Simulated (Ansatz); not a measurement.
# Lattice dynamics of ZnSn2 (built on the sites of a database entry of Hf2Zn), part 2 of 3

Wanted: phonon frequencies of ZnSn2 (built on the sites of a database entry of Hf2Zn) and what follows from them.

Ansatz 0.2.0; DFT PBEsol, scalar-relativistic, plane waves, PAW.

So far. Step 4 (Tight relaxation): The largest force component left is 0.40 meV/Å and the pressure is 0.004 GPa, within the tolerances set. The cell now holds 22.56 Å³/atom. The relaxed cell has a = 3.342, c = 12.120 Å (conventional setting).

The structure was built from a prototype and need not be the compound's stable phase.

## 5. Modes at Γ

The zone centre comes first: it holds the modes that light can see, as far as symmetry allows. No field response is asked, since the mesh shows no gap.

The input, input.yaml:

```yaml
crystal:
  lattice:
    - [-1.671120863, 1.671120863, 6.0600891015]
    - [1.671120863, -1.671120863, 6.0600891015]
    - [1.671120863, 1.671120863, -6.0600891015]
  atoms:
    - { symbol: Sn, position: [0.6483029203, 0.6483029203, 0.0] }
    - { symbol: Sn, position: [0.3516970797, 0.3516970797, 0.0] }
    - { symbol: Zn, position: [0.0, 0.0, 0.0] }
kpoints:
  mp_grid: { grid: [20, 20, 20] }
hamiltonian:
  xc: pbesol
scf:
  occupations: { method: methfessel_paxton, width: 0.2 }
output:
  eigenvalues: true
phonons:
  method: dfpt
```

Run with:

```console
$ ansatz run input.yaml --threads 4 --pin off --max-ram 14336MiB --backend cpu --events-out ev --progress --plain --runs-dir out
```

Numbers of over 12 decimals in the logs are rounded to 6 here.

The program printed:

```text
zone centre: on kpoints.mp_grid the ground state, and the responses unless they are solved on pairs of k-points, stand on 1166 of the mesh's 8000 k-points, reduced under 4 symmetry operations, with k and −k counted as one. Each operation leaves every solved displacement unchanged or reverses it
[...]
Crystal: 3 atoms, lattice volume = 67.695 Å³
Basis set: ecut = 420 eV, 1369 PW (Γ), exchange–correlation on 90×90×90 points (8 copies of the dense FFT grid, shifted against one another)
Bands: 24, of which v1, the nominal top of the filled ones, is band 20 counted from 1 (19 counted from 0)
Symmetry: 16 space group operations
k-points: 1166 of 8000 (irreducible under 4 space group operations, time reversal used)
[...]
SCF iter   1: F=—  HF=-15180.202780 eV  |F-HF|=—  |Δ(HF+E_count)|=         —  Δρ=3.09e-3  dr2=3.60e-3  ethr=1.77e-3  ⟨swp⟩=5.4  Hψ=125505  notcnv=0
[...]
SCF iter  11: F=-15180.199233 eV  HF=-15180.199233 eV  |F-HF|=5.46e-12  |Δ(HF+E_count)|=  2.73e-11  S|Δr|=    0.00e0  Δρ=6.04e-8  dr2=1.97e-12  ethr=1.00e-12  ⟨swp⟩=6.3  Hψ=133004  notcnv=0
SCF 1 converged in 11 iterations: F = -15180.199233 eV  dr2 = 1.97e-12
[...]
DFPT response loops at Γ: preconditioner auto → Kerker (q_TF=auto, 2.499 Å⁻¹) (partly filled bands, converged f_vac=0.000); β = 1.00, the filter's whole step (`scf.mixing.beta` (0.50) is not read by the response loops under this deck's `scf.mixing.preconditioner`; to damp them name `kerker` or `kerker_dos`, under which they read `scf.mixing.beta`, and type it under 1.00, their step now; both keys bind the ground state too); Broyden in place of MSR1
SCF converged after 11 iterations
[...]
Free energy (F): -15180.199233 eV
[...]
Internal energy: -15180.199755 eV  (E = F + TS)
E sigma→0 (E₀):  -15180.199364 eV
Entropy (-TS):   0.000521 eV (0.174 meV/atom)
Fermi energy:    11.165498 eV
[...]
--- Band table (eV; the first three rows and the last of 1166) ---
  k-point 0: bands = [... 16 lower, 3.9627, 5.4804, 14.4494, 14.4494, 14.5282, 14.5282, 15.0222, 15.9926]
  k-point 1: bands = [... 16 lower, 3.9676, 5.5426, 13.6923, 13.7649, 14.0573, 14.0926, 15.7372, 16.7302]
  k-point 2: bands = [... 16 lower, 4.1823, 5.7342, 12.6714, 12.7334, 13.2100, 13.2245, 16.3932, 17.8183]
  k-point 1165: bands = [... 16 lower, 3.9627, 9.5151, 10.1225, 13.2637, 13.2637, 16.5906, 17.0205, 17.0205]
--- Phonons (Γ-DFPT): 4 representative perturbations + reference, on 1166 of 8000 k-points (Σ response iterations 12) ---
  k mesh reduced under 4 symmetry operations, with k and −k counted as one. Each operation leaves every solved displacement unchanged or reverses it
  ASR residual: 1.048e-4 → 0.000e0 eV/Å²; symmetrization residual: 2.354e-6 eV/Å²
  ASR residual per site (eV/Å²): 1.05e-4 1.05e-4 2.94e-5
  Γ frequencies (cm⁻¹): 0.00 0.00 0.00 37.03 37.03 91.84 91.84 98.54 124.59
  non-analytic LO–TO correction: not included (Born effective charges unavailable; polar crystals: no LO–TO splitting at Γ)
```

Run time: 3.8 min. Hardware: 4 threads of Intel Xeon 6975P-C (Granite Rapids), shared host; peak memory 6.2 GiB; 14 min of CPU time.

Numbers from this step:

```yaml
sum_rule_residual_before_enforcement: 1.05e-4 eV/Å²
point_group: 4/mmm
highest_optical_mode_at_the_zone_centre_no_lo_to_term: 124.6 cm⁻¹
lowest_optical_zone_centre_mode: 37.03 cm⁻¹
```

Patterns of degenerate modes are one choice out of their space. The modes at Γ (shares of kinetic energy by element, %):

```
mode  frequency (cm⁻¹)  symmetry  Sn %  Zn %
   1               0.0  acoustic    78    22
   2               0.0  acoustic    78    22
   3               0.0  acoustic    78    22
   4              37.0        Eg   100     0
   5              37.0        Eg   100     0
   6              91.8        Eu    22    78
   7              91.8        Eu    22    78
   8              98.5       A1g   100     0
   9             124.6       A2u    22    78
```

Displacements in mode 4 (37.0 cm⁻¹), the largest set to 1:
```
Sn1 -0.02  1.00  0.00
Sn2  0.02 -1.00  0.00
Zn3  0.00  0.00  0.00
```

Displacements in mode 9 (124.6 cm⁻¹), the largest set to 1:
```
Sn1  0.00  0.00 -0.28
Sn2  0.00  0.00 -0.28
Zn3  0.00  0.00  1.00
```

Before it was imposed, the acoustic sum rule was missed by 1.0e-4 eV/Å². Small misses are needed for a sound result but don't prove that mesh and cutoff are converged. The lowest optical mode is real, 37.0 cm⁻¹.

## 6. The dispersion

Stability and thermal properties need the whole zone. Linear response on a 2×2×2 q mesh gives force constants as far as a supercell of that size would.

input.yaml, as its differences from that of step 5:

```diff
@@ -19 +19,10 @@
   method: dfpt
+  qmesh: [2, 2, 2]
+  temperatures: { t_max: 1000, t_step: 50 }
+  qpath:
+    path:
+      - [[0.0, 0.0, 0.0], [0.0, 0.0, 0.5], [0.25, 0.25, 0.25], [0.0, 0.5, 0.0], [0.0, 0.0, 0.0], [0.5, 0.5, -0.5], [0.26901068, 0.73098932, -0.26901068]]
+      - [[-0.26901068, 0.26901068, 0.26901068], [0.0, 0.0, 0.0]]
+      - [[0.0, 0.0, 0.5], [-0.03802137, 0.03802137, 0.5]]
+      - [[0.5, 0.5, -0.03802137], [0.5, 0.5, -0.5]]
+    npoints: 10
```

The program printed:

```text
Warning: phonons: the dynamical matrix that this run interpolates holds no multipole term above the dipole-dipole one, and a site of this crystal is no centre of inversion, so its interpolated transverse optical and acoustic branches and sound speeds can stay off near Gamma, and the density of states and the thermodynamics with them. What a run solves at a wave vector of phonons.qpoints, Gamma apart, where the deck admits one, is free of this, and under fd what a larger phonons.supercell samples
[...]
Crystal: 3 atoms, lattice volume = 67.695 Å³
Basis set: ecut = 420 eV, 1369 PW (Γ), exchange–correlation on 90×90×90 points (8 copies of the dense FFT grid, shifted against one another)
Bands: 24, of which v1, the nominal top of the filled ones, is band 20 counted from 1 (19 counted from 0)
Symmetry: 16 space group operations
k-points: 641 of 8000
[...]
SCF iter   1: F=—  HF=-15180.202765 eV  |F-HF|=—  |Δ(HF+E_count)|=         —  Δρ=3.09e-3  dr2=3.61e-3  ethr=1.77e-3  ⟨swp⟩=5.4  Hψ=68973  notcnv=0
[...]
SCF iter  11: F=-15180.199233 eV  HF=-15180.199233 eV  |F-HF|=3.64e-12  |Δ(HF+E_count)|=  3.09e-11  S|Δr|=    0.00e0  Δρ=5.89e-8  dr2=1.89e-12  ethr=1.00e-12  ⟨swp⟩=6.3  Hψ=73258  notcnv=0
SCF 1 converged in 11 iterations: F = -15180.199233 eV  dr2 = 1.89e-12
[...]
SCF iter   6: F=-15180.199233 eV  HF=-15180.199233 eV  |F-HF|=0.00e0  |Δ(HF+E_count)|=  1.46e-11  S|Δr|=    0.00e0  Δρ=7.60e-8  dr2=6.22e-12  ethr=1.00e-12  ⟨swp⟩=2.0  Hψ=30756  notcnv=0
SCF 2 converged in 6 iterations: F = -15180.199233 eV  dr2 = 6.22e-12
phonons: the bands overlap, so this run is a metal and interpolates without the dipole-dipole term. If the crystal is really an insulator or semiconductor, its LO-TO splitting is missing
NSCF: frozen V_eff on 641 k-points
[...]
DFPT response loops at q = (0, 0, 0) (fractional): preconditioner auto → Kerker (q_TF=auto, 2.499 Å⁻¹) (partly filled bands, converged f_vac=0.000); β = 1.00, the filter's whole step (`scf.mixing.beta` (0.50) is not read by the response loops under this deck's `scf.mixing.preconditioner`; to damp them name `kerker` or `kerker_dos`, under which they read `scf.mixing.beta`, and type it under 1.00, their step now; both keys bind the ground state too); Broyden in place of MSR1
[...]
SCF converged after 11 iterations
[...]
Free energy (F): -15180.199233 eV
[...]
Internal energy: -15180.199755 eV  (E = F + TS)
E sigma→0 (E₀):  -15180.199364 eV
Entropy (-TS):   0.000521 eV (0.174 meV/atom)
Fermi energy:    11.165498 eV
[...]
--- Band table (eV; the first three rows and the last of 641) ---
  k-point 0: bands = [... 16 lower, 3.9627, 5.4804, 14.4494, 14.4494, 14.5282, 14.5282, 15.0222, 15.9926]
  k-point 1: bands = [... 16 lower, 3.9676, 5.5426, 13.6923, 13.7649, 14.0573, 14.0926, 15.7372, 16.7302]
  k-point 2: bands = [... 16 lower, 4.1823, 5.7342, 12.6714, 12.7334, 13.2100, 13.2245, 16.3932, 17.8183]
  k-point 640: bands = [... 16 lower, 3.9627, 9.5151, 10.1225, 13.2637, 13.2637, 16.5906, 17.0205, 17.0205]
--- Phonons (Γ-DFPT): 4 representative perturbations + reference (Σ response iterations 12) ---
  ASR residual: 1.030e-4 → 0.000e0 eV/Å²; symmetrization residual: 2.971e-6 eV/Å²
  ASR residual per site (eV/Å²): 1.03e-4 1.03e-4 2.16e-5
  Γ frequencies (cm⁻¹): 0.00 0.00 0.00 37.03 37.03 91.84 91.84 98.54 124.59
--- Phonons (arbitrary-q DFPT): 4 irreducible q on the 2×2×2 mesh ---
  q = [0.0000, 0.0000, 0.0000] (star 1, of the zone-centre solve; hermiticity 2.03e-6, symmetrization 1.23e-12): -0.00 -0.00 0.00 37.03 37.03 91.84 91.84 98.54 124.59
  q = [0.0000, 0.0000, -0.5000] (star 2, 4 solved perturbations in 6556 linear systems a pass and spin channel, the states on 2112 of 8000 k-point pairs; hermiticity 2.15e-6, symmetrization 3.21e-12): -7.66 46.85 62.20 63.73 72.48 82.40 99.10 121.32 124.28
  q = [0.0000, -0.5000, 0.0000] (star 4, 6 solved perturbations on 2112 of 8000 k-point pairs; hermiticity 2.58e-6, symmetrization 1.58e-12): 11.03 34.13 34.38 60.54 60.73 76.73 104.21 120.50 129.91
[...]
sum rule: each row above includes the acoustic sum rule's correction from the zone centre's row sums; it moved no ω² by more than (0.49 cm⁻¹)²
  mesh force constants: q→R imaginary residual 1.84e-17; ASR residual 1.030e-4 → 0.000e0 eV/Å²; symmetrization residual 1.776e-15 eV/Å²
  interpolated dispersion: 94 rows × 9 modes
  density of states and harmonic sums: on the 20×20×26 q-mesh, interpolated from the force constants of a 2×2×2 supercell (no non-analytic term)
  largest difference from the sums on the solved wave vectors: F 6.51e-2 eV, S 9.48e-5 and C_V 2.97e-5 eV/K
  zero-point energy: 0.039206 eV/cell   skipped modes (ω ≤ 0): 709, of them read as no rigid motion or as one in doubt: 706 (2.800e-1 modes/cell left out, lowest -24.26 cm⁻¹)   left out of the sums: 3.11e-2 of the cell's modes: C_V's classical limit lies that fraction below 3 k_B per atom; for a crystal, a wire or a layer, F and S can be off by more, and a phonons.interpolated_qmesh denser along its periods is the remedy for the sampling
```

Wall time 21 min (4 threads); peak memory 8.7 GiB; 83 min of CPU time.

Numbers from this step:

* sum-rule residual before enforcement: 1.03e-4 eV/Å²
* lowest frequency on the path: -23.86 cm⁻¹
* highest frequency on the path or at a solved wavevector: 129.9 cm⁻¹
* lowest mode on the q mesh (acoustic modes at Γ apart): -7.66 cm⁻¹

Frequencies (cm⁻¹) solved at each irreducible wavevector; negative means imaginary. Frequencies by wavevector, by row:

```
q in reciprocal lattice units  star  mode 1  mode 2  mode 3  mode 4  mode 5  mode 6  mode 7  mode 8  mode 9
                        0 0 0     1       0       0       0      37      37    91.8    91.8    98.5   124.6
                     0 0 -0.5     2    -7.7    46.9    62.2    63.7    72.5    82.4    99.1   121.3   124.3
                     0 -0.5 0     4      11    34.1    34.4    60.5    60.7    76.7   104.2   120.5   129.9
               -0.5 -0.5 -0.5     1    24.2    24.2    31.1    31.1    71.8    79.7    88.8    88.8   127.2
```

Interpolated from a 2×2×2 q mesh, rough between the solved points. The phonon branches at the labelled points (cm⁻¹):

```
     point  branch 1  branch 2  branch 3  branch 4  branch 5  branch 6  branch 7  branch 8  branch 9
         Γ         0         0         0        37        37        92        92        98       125
   halfway        26        35        41        49        70        83       106       110       120
         X        -8        47        62        64        72        82        99       121       124
   halfway        14        42        62        64        75        82        99       122       124
         P        30        30        63        63        79        79        99       123       123
   halfway       -21        48        58        61        68        73       115       117       119
         N        11        34        34        60        61        77       104       120       130
   halfway        26        32        36        50        65        75        84       116       125
         Γ         0         0         0        37        37        92        92        98       125
   halfway        15        15        35        35        43        90        90        94       126
         M        24        24        31        31        72        80        89        89       127
   halfway        24        31        32        33        81        85        87       108       123
         S         8        32        35        45        78        78       101       121       129
jump to S0         8        32        35        45        78        78       101       121       129
   halfway        28        36        38        52        59        76        83       118       125
         Γ         0         0         0        37        37        92        92        98       125
 jump to X        -8        47        62        64        72        82        99       121       124
   halfway        -6        47        62        64        72        82       100       121       124
         R         2        47        63        64        72        80       101       121       124
jump to G′         2        47        63        64        72        80       101       121       124
   halfway        28        37        40        61        61        84       106       108       119
         M        24        24        31        31        72        80        89        89       127
```

The phonon branches as a text plot (rows in cm⁻¹; labels by their first letter):

```
    127 |***       **     *****************  ***********       **
    120 |   ***  ***************           ** *****    ***  ***
    114 |      **       **      *           **     **     **
    107 |  ****  *    **  **     **        *         *  **  **
    101 |**  *    ****      **     **     *   **      **     **
     95 |****                 *    ***   *   *  *     *       ***
     88 | *    **                *** *********   * ***          *
     82 |     * ******        *** *       *****   *  * *   ****
     75 |  *   * * ** *** ****  **      ***    **** *  ****    **
     69 |    **   *    ****   **               *   *    ***    *
     63 |   **   ********  ***  *      *        *      ********
     56 |   *   **       **  *                  ****     *   *
     50 |  * ***   *     **   * **    *        *  * *  *  *   *
     43 |  ****         * *    * **           *     **  ****
     37 |***  *   * * **   ************     ***********    *****
     31 |    *   *   *        *** *    ********   ** *    * * ***
     24 |   *****     *         *    * ******   *  *     *   * **
     18 | **    *   *        *   * *  *        *    *   *     *
     11 | *      *     *    *     * **       *       *
      5 | *       *                **         *        *
     -1 |*                                            *
     -8 |          *       *
    -14 |               *
    -21 |                **
         Γ         X P      N       Γ   M    S|S     ΓR|G       M
```

The phonon density of states has structure finer than the step of the table below, so its rows give means over 5 cm⁻¹, whole bins alone (the curve runs from -25 to 131 cm⁻¹). Peaks (cm⁻¹: height): 23.0: 0.0746, 35.0: 0.111, 65.0: 0.111, 77.0: 0.112, 119.0: 0.175.

Tetrahedra on a 20×20×26 mesh, mean over bins of 2 cm-1. Interpolated from a 2×2×2 q mesh, rough between the solved points. Table of phonon density of states by wavenumber; means over each step:

```
wavenumber (cm⁻¹)  phonon density of states (1/cm⁻¹/cell)
              -20                                  0.0174
              -15                                  0.0129
              -10                                 0.00849
               -5                                 0.00700
                0                                 0.00740
                5                                 0.00973
               10                                  0.0160
               15                                  0.0265
               20                                  0.0490
               25                                  0.0638
               30                                  0.0539
               35                                  0.0983
               40                                  0.0950
               45                                  0.0857
               50                                  0.0885
               55                                  0.0814
               60                                  0.0776
               65                                  0.0985
               70                                  0.0720
               75                                   0.101
               80                                  0.0827
               85                                  0.0465
               90                                  0.0332
               95                                  0.0296
              100                                  0.0410
              105                                  0.0553
              110                                  0.0737
              115                                   0.105
              120                                   0.149
              125                                  0.0901
```

The partial phonon density of states has structure finer than the step of the table below, so its rows give means over 5 cm⁻¹, whole bins alone (the curve runs from -34.2 to 144 cm⁻¹). Peaks (cm⁻¹: height): Sn -20.8: 0.0120, 36.3: 0.0878, 63.2: 0.0840, 75.5: 0.0696, 119.2: 0.0578; Zn 43.1: 0.0190, 76.7: 0.0333, 119.2: 0.0915.

Phonopy on the run's constants, 17x17x21 mesh, Gaussian sigma 2.0 cm-1. Interpolated from a 2×2×2 q mesh, rough between the solved points. The partial phonon density of states by wavenumber; means over each step; values in 1/cm⁻¹/cell:

```
wavenumber (cm⁻¹)       Sn       Zn
              -30   1.3e-4   6.1e-5
              -25  0.00500  0.00244
              -20   0.0113  0.00557
              -15  0.00948  0.00474
              -10  0.00701  0.00354
               -5  0.00355  0.00182
                0  0.00158   8.3e-4
                5  0.00525  0.00263
               10   0.0120  0.00573
               15   0.0198  0.00852
               20   0.0357   0.0130
               25   0.0470   0.0155
               30   0.0469   0.0129
               35   0.0795   0.0150
               40   0.0762   0.0178
               45   0.0673   0.0184
               50   0.0715   0.0160
               55   0.0705   0.0104
               60   0.0737  0.00899
               65   0.0766   0.0162
               70   0.0597   0.0173
               75   0.0675   0.0288
               80   0.0596   0.0219
               85   0.0370   0.0122
               90   0.0153   0.0185
               95   0.0147   0.0158
              100   0.0230   0.0180
              105   0.0299   0.0257
              110   0.0341   0.0390
              115   0.0450   0.0641
              120   0.0537   0.0875
              125   0.0313   0.0577
              130  0.00890   0.0128
              135   3.4e-4   4.0e-4
              140        0        0
```

Symmetry leaves 4 wavevectors to solve. The lowest mode among them, the acoustic zeros apart, lies at q = (0, 0, -0.5) and is slightly imaginary, 7.7i cm⁻¹, too near zero to call. Between them the interpolated path dips to 24i cm⁻¹.

(Continued in part 3 of 3.)

[Logs are printed without paths, hosts, clocks, repeated set-up lines and the standing remarks that a program may print on its own settings, such as how far it seeks lower states.]

[Hosts, paths, dates, database ids (printed as entryN), source tags and the programs' standing remarks are cut or masked in the printed files.]
